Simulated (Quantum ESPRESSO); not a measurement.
# The states of the two spins in LaCrGe3

Aim: the densities of states of LaCrGe3 in the lowest state of several starts.

Calculated with Quantum ESPRESSO 7.5; PBEsol; plane waves with GBRV 1.5 PBEsol potentials, no spin-orbit coupling.

**1. Set-up**

Symmetry: P6_3/mmc, No. 194, hexagonal system. Conventional cell: a = 6.200 Å, b = 6.200 Å, c = 5.766 Å, α = 90.00°, β = 90.00°, γ = 120.00°. Nearest to La lie 12 Ge at 3.11 to 3.25 Å. Nearest to Cr lie 6 Ge at 2.53 Å. Nearest to Ge lie 2 Cr at 2.53 Å and 2 Ge at 2.60 Å and 4 La at 3.11 to 3.25 Å. Farther neighbours are not listed.

Structure file:

```cif
data_structure
_symmetry_space_group_name_H-M 'P6_3/mmc'
_symmetry_Int_Tables_number 194
_cell_length_a 6.2004
_cell_length_b 6.2004
_cell_length_c 5.7660
_cell_angle_alpha 90.000
_cell_angle_beta 90.000
_cell_angle_gamma 120.000
_cell_volume 191.98
loop_
_atom_site_label
_atom_site_type_symbol
_atom_site_symmetry_multiplicity
_atom_site_Wyckoff_symbol
_atom_site_fract_x
_atom_site_fract_y
_atom_site_fract_z
_atom_site_occupancy
La1 La 2 d 0.33333 0.66667 0.75000 1
Cr1 Cr 2 a 0.00000 0.00000 0.00000 1
Ge1 Ge 6 h 0.19335 0.38670 0.25000 1
```

The cell comes from the Crystallography Open Database.

**2. Ground-state run**

This state came out lowest in a comparison of starts that is told elsewhere.

File pw.in:

```
&CONTROL
  calculation = 'scf'
  prefix = 'pwscf'
  outdir = './tmp'
  pseudo_dir = './pseudo'
  disk_io = 'low'
/
&SYSTEM
  ibrav = 0
  celldm(1) = 8
  nat = 10
  ntyp = 3
  ecutwfc = 40
  ecutrho = 280
  nbnd = 90
  occupations = 'smearing'
  smearing = 'fd'
  degauss = 0.00734986
  nspin = 2
  starting_magnetization(1) = 0
  starting_magnetization(2) = 0.1786
  starting_magnetization(3) = 0
/
&ELECTRONS
  conv_thr = 2d-08
  electron_maxstep = 150
  mixing_beta = 0.3
/
ATOMIC_SPECIES
La    138.9055 la_pbesol_v1.uspp.F.UPF
Cr     51.9961 cr_pbesol_v1.5.uspp.F.UPF
Ge     72.6300 ge_pbesol_v1.4.uspp.F.UPF
CELL_PARAMETERS alat
   1.4646322328912    0.0000000000000    0.0000000000000
  -0.7323161164456    1.2684087208794    0.0000000000000
   0.0000000000000    0.0000000000000    1.3620201043240
ATOMIC_POSITIONS crystal
La      0.3333333333    0.6666666667    0.7500000000
La      0.6666666667    0.3333333333    0.2500000000
Cr      0.0000000000    0.0000000000    0.0000000000
Cr      0.0000000000    0.0000000000    0.5000000000
Ge      0.1933500000    0.3867000000    0.2500000000
Ge      0.8066500000    0.1933500000    0.7500000000
Ge      0.6133000000    0.8066500000    0.2500000000
Ge      0.8066500000    0.6133000000    0.7500000000
Ge      0.1933500000    0.8066500000    0.2500000000
Ge      0.3867000000    0.1933500000    0.7500000000
K_POINTS automatic
6 6 6 0 0 0
```

On the command line:

```bash
OMP_NUM_THREADS=1 mpirun -n 4 pw.x -nk 4 -in pw.in > pw.out
```

Log:

```text
Program PWSCF v.7.5 starts

     Message from routine setup:
     using ibrav=0 with symmetry is DISCOURAGED, use correct ibrav instead

     K-points division:     npool     =       4
     Subspace diagonalization in iterative solution of the eigenvalue problem:

     bravais-lattice index     =            0
     lattice parameter (alat)  =       8.0000  a.u.
     unit-cell volume          =    1295.5115 (a.u.)^3
     number of atoms/cell      =           10
     number of atomic types    =            3
     number of electrons       =       134.00
     number of Kohn-Sham states=           90
     kinetic-energy cutoff     =      40.0000  Ry
     charge density cutoff     =     280.0000  Ry
     scf convergence threshold =      2.0E-08
     mixing beta               =       0.3000
     number of iterations used =            8  plain     mixing
     Exchange-correlation= SLA  PW   PSX  PSC
                           (   1   4  10   8   0   0   0)

     celldm(1)=   8.000000  celldm(2)=   0.000000  celldm(3)=   0.000000
     celldm(4)=   0.000000  celldm(5)=   0.000000  celldm(6)=   0.000000

     crystal axes: (cart. coord. in units of alat)
               a(1) = (   1.464632   0.000000   0.000000 )
               a(2) = (  -0.732316   1.268409   0.000000 )
               a(3) = (   0.000000   0.000000   1.362020 )

     reciprocal axes: (cart. coord. in units 2 pi/alat)
               b(1) = (  0.682765  0.394195 -0.000000 )
               b(2) = (  0.000000  0.788389  0.000000 )
               b(3) = (  0.000000 -0.000000  0.734204 )

     PseudoPot. # 1 for La read from file:
     la_pbesol_v1.uspp.F.UPF
     Pseudo is Ultrasoft + core correction, Zval = 11.0

     PseudoPot. # 2 for Cr read from file:
     cr_pbesol_v1.5.uspp.F.UPF
     Pseudo is Ultrasoft + core correction, Zval = 14.0

     PseudoPot. # 3 for Ge read from file:
     ge_pbesol_v1.4.uspp.F.UPF
     Pseudo is Ultrasoft + core correction, Zval = 14.0

     atomic species   valence    mass     pseudopotential
     La               11.00   138.90550     La( 1.00)
     Cr               14.00    51.99610     Cr( 1.00)
     Ge               14.00    72.63000     Ge( 1.00)

     Starting magnetic structure
     atomic species   magnetization
     La              0.000
     Cr              0.179
     Ge              0.000

     24 Sym. Ops., with inversion, found (12 have fractional translation)

   Cartesian axes

     site n.     atom                  positions (alat units)
         1        La     tau(   1) = (  -0.0000000   0.8456058   1.0215151  )
         2        La     tau(   2) = (   0.7323161   0.4228029   0.3405050  )
         3        Cr     tau(   3) = (   0.0000000   0.0000000   0.0000000  )
         4        Cr     tau(   4) = (   0.0000000   0.0000000   0.6810101  )
         5        Ge     tau(   5) = (  -0.0000000   0.4904937   0.3405050  )
         6        Ge     tau(   6) = (   1.0398523   0.2452468   1.0215151  )
         7        Ge     tau(   7) = (   0.3075362   1.0231619   0.3405050  )
         8        Ge     tau(   8) = (   0.7323161   0.7779151   1.0215151  )
         9        Ge     tau(   9) = (  -0.3075362   1.0231619   0.3405050  )
        10        Ge     tau(  10) = (   0.4247800   0.2452468   1.0215151  )

     number of k points=    28  Fermi-Dirac smearing, width (Ry)=  0.0073
                       cart. coord. in units 2pi/alat
        k(    1) = (   0.0000000   0.0000000   0.0000000), wk =   0.0046296
        k(    2) = (   0.0000000   0.0000000   0.1223673), wk =   0.0092593
        k(    3) = (   0.0000000   0.0000000   0.2447345), wk =   0.0092593
        k(    4) = (   0.0000000   0.0000000  -0.3671018), wk =   0.0046296
        k(    5) = (   0.0000000   0.1313982   0.0000000), wk =   0.0277778
        [... 23 further k-points ...]

     Dense  grid:   102491 G-vectors     FFT dimensions: (  64,  64,  60)

     Smooth grid:    44245 G-vectors     FFT dimensions: (  48,  48,  48)

     Check: negative core charge=   -0.000002
     Generating pointlists ...
     new r_m :   0.3034 (alat units)  2.4269 (a.u.) for type    1
     new r_m :   0.2463 (alat units)  1.9704 (a.u.) for type    2
     new r_m :   0.2463 (alat units)  1.9704 (a.u.) for type    3

     Initial potential from superposition of free atoms

     starting charge     131.9363, renormalised to     134.0000

     negative rho (up, down):  7.792E-02 7.737E-02
     Starting wfcs are  114 randomized atomic wfcs

     Self-consistent Calculation

     iteration #  1     ecut=    40.00 Ry     beta= 0.30
     Davidson diagonalization with overlap
     ethr =  1.00E-02,  avg # of iterations =  2.0

     negative rho (up, down):  7.369E-02 7.395E-02

     total energy              =   -1827.88971031 Ry
     estimated scf accuracy    <      16.99230083 Ry

     total magnetization       =     2.18 Bohr mag/cell
     absolute magnetization    =     2.60 Bohr mag/cell

     iteration #  2     ecut=    40.00 Ry     beta= 0.30
     Davidson diagonalization with overlap
     ethr =  1.00E-02,  avg # of iterations =  5.3

     negative rho (up, down):  2.303E-02 2.351E-02

     total energy              =   -1832.47059246 Ry
     estimated scf accuracy    <      53.20289514 Ry

     total magnetization       =     0.11 Bohr mag/cell
     absolute magnetization    =     0.19 Bohr mag/cell

     [... further iterations left out ...]

     iteration # 19     ecut=    40.00 Ry     beta= 0.30
     Davidson diagonalization with overlap
     ethr =  1.66E-10,  avg # of iterations =  1.1

     negative rho (up, down):  5.038E-02 4.790E-02

     total energy              =   -1834.66984863 Ry
     estimated scf accuracy    <       0.00000009 Ry

     total magnetization       =     2.83 Bohr mag/cell
     absolute magnetization    =     4.18 Bohr mag/cell

     iteration # 20     ecut=    40.00 Ry     beta= 0.30
     Davidson diagonalization with overlap
     ethr =  6.44E-11,  avg # of iterations =  3.4

     negative rho (up, down):  5.038E-02 4.790E-02

     Magnetic moment per site  (integrated on atomic sphere of radius R)
     atom   1 (R=0.303)  charge=  8.3343  magn= -0.0566
     atom   2 (R=0.303)  charge=  8.3343  magn= -0.0566
     atom   3 (R=0.246)  charge= 12.2351  magn=  1.5860
     atom   4 (R=0.246)  charge= 12.2351  magn=  1.5860
     atom   5 (R=0.246)  charge= 12.0076  magn= -0.0375
     atom   6 (R=0.246)  charge= 12.0076  magn= -0.0375
     atom   7 (R=0.246)  charge= 12.0076  magn= -0.0375
     atom   8 (R=0.246)  charge= 12.0076  magn= -0.0375
     atom   9 (R=0.246)  charge= 12.0076  magn= -0.0375
     atom  10 (R=0.246)  charge= 12.0076  magn= -0.0375

     End of self-consistent calculation

     [... lines left out ...]
     the Fermi energy is    13.2966 ev

!    total energy              =   -1834.66984864 Ry
     estimated scf accuracy    <          8.7E-09 Ry
     smearing contrib. (-TS)   =      -0.01003462 Ry
     internal energy E=F+TS    =   -1834.65981402 Ry

     The total energy is F=E-TS. E is the sum of the following terms:
     one-electron contribution =    -940.33081457 Ry
     hartree contribution      =     583.64224266 Ry
     xc contribution           =    -488.62678954 Ry
     ewald contribution        =    -989.34445256 Ry

     total magnetization       =     2.83 Bohr mag/cell
     absolute magnetization    =     4.18 Bohr mag/cell

     convergence has been achieved in  20 iterations

=------------------------------------------------------------------------------=
   JOB DONE.
=------------------------------------------------------------------------------=
```

The job ended after 3.4 min (4 MPI ranks of AMD EPYC 9R45, shared host; peak memory 2 GiB; 13 min of CPU time).

Spin moment in the atom's sphere by atom:

```csv
atom,spin moment in the atom's sphere (μB)
La1,-0.06
La2,-0.06
Cr3,1.59
Cr4,1.59
Ge5,-0.04
Ge6,-0.04
Ge7,-0.04
Ge8,-0.04
Ge9,-0.04
Ge10,-0.04
```

This step gave:

- smearing term TS: 0.1365 eV
- magnetization: 2.83 μB
- absolute magnetization: 4.178 μB
- final state: ferromagnetic

(Part 1 of 2 ends here.)

[Logs and program files are shortened in this print: banners, set-up blocks, solver, clock and traceback lines can be left out without a mark of their own.]

[Logs are printed without paths, hosts, clocks, repeated set-up lines and the standing remarks that a program may print on its own settings, such as how far it seeks lower states.]

[Hosts, paths, dates, database ids (printed as entryN), source tags and the programs' standing remarks are cut or masked in the printed files.]

[Where a cell is said to come from a database of computed structures, the database is the Materials Project.]
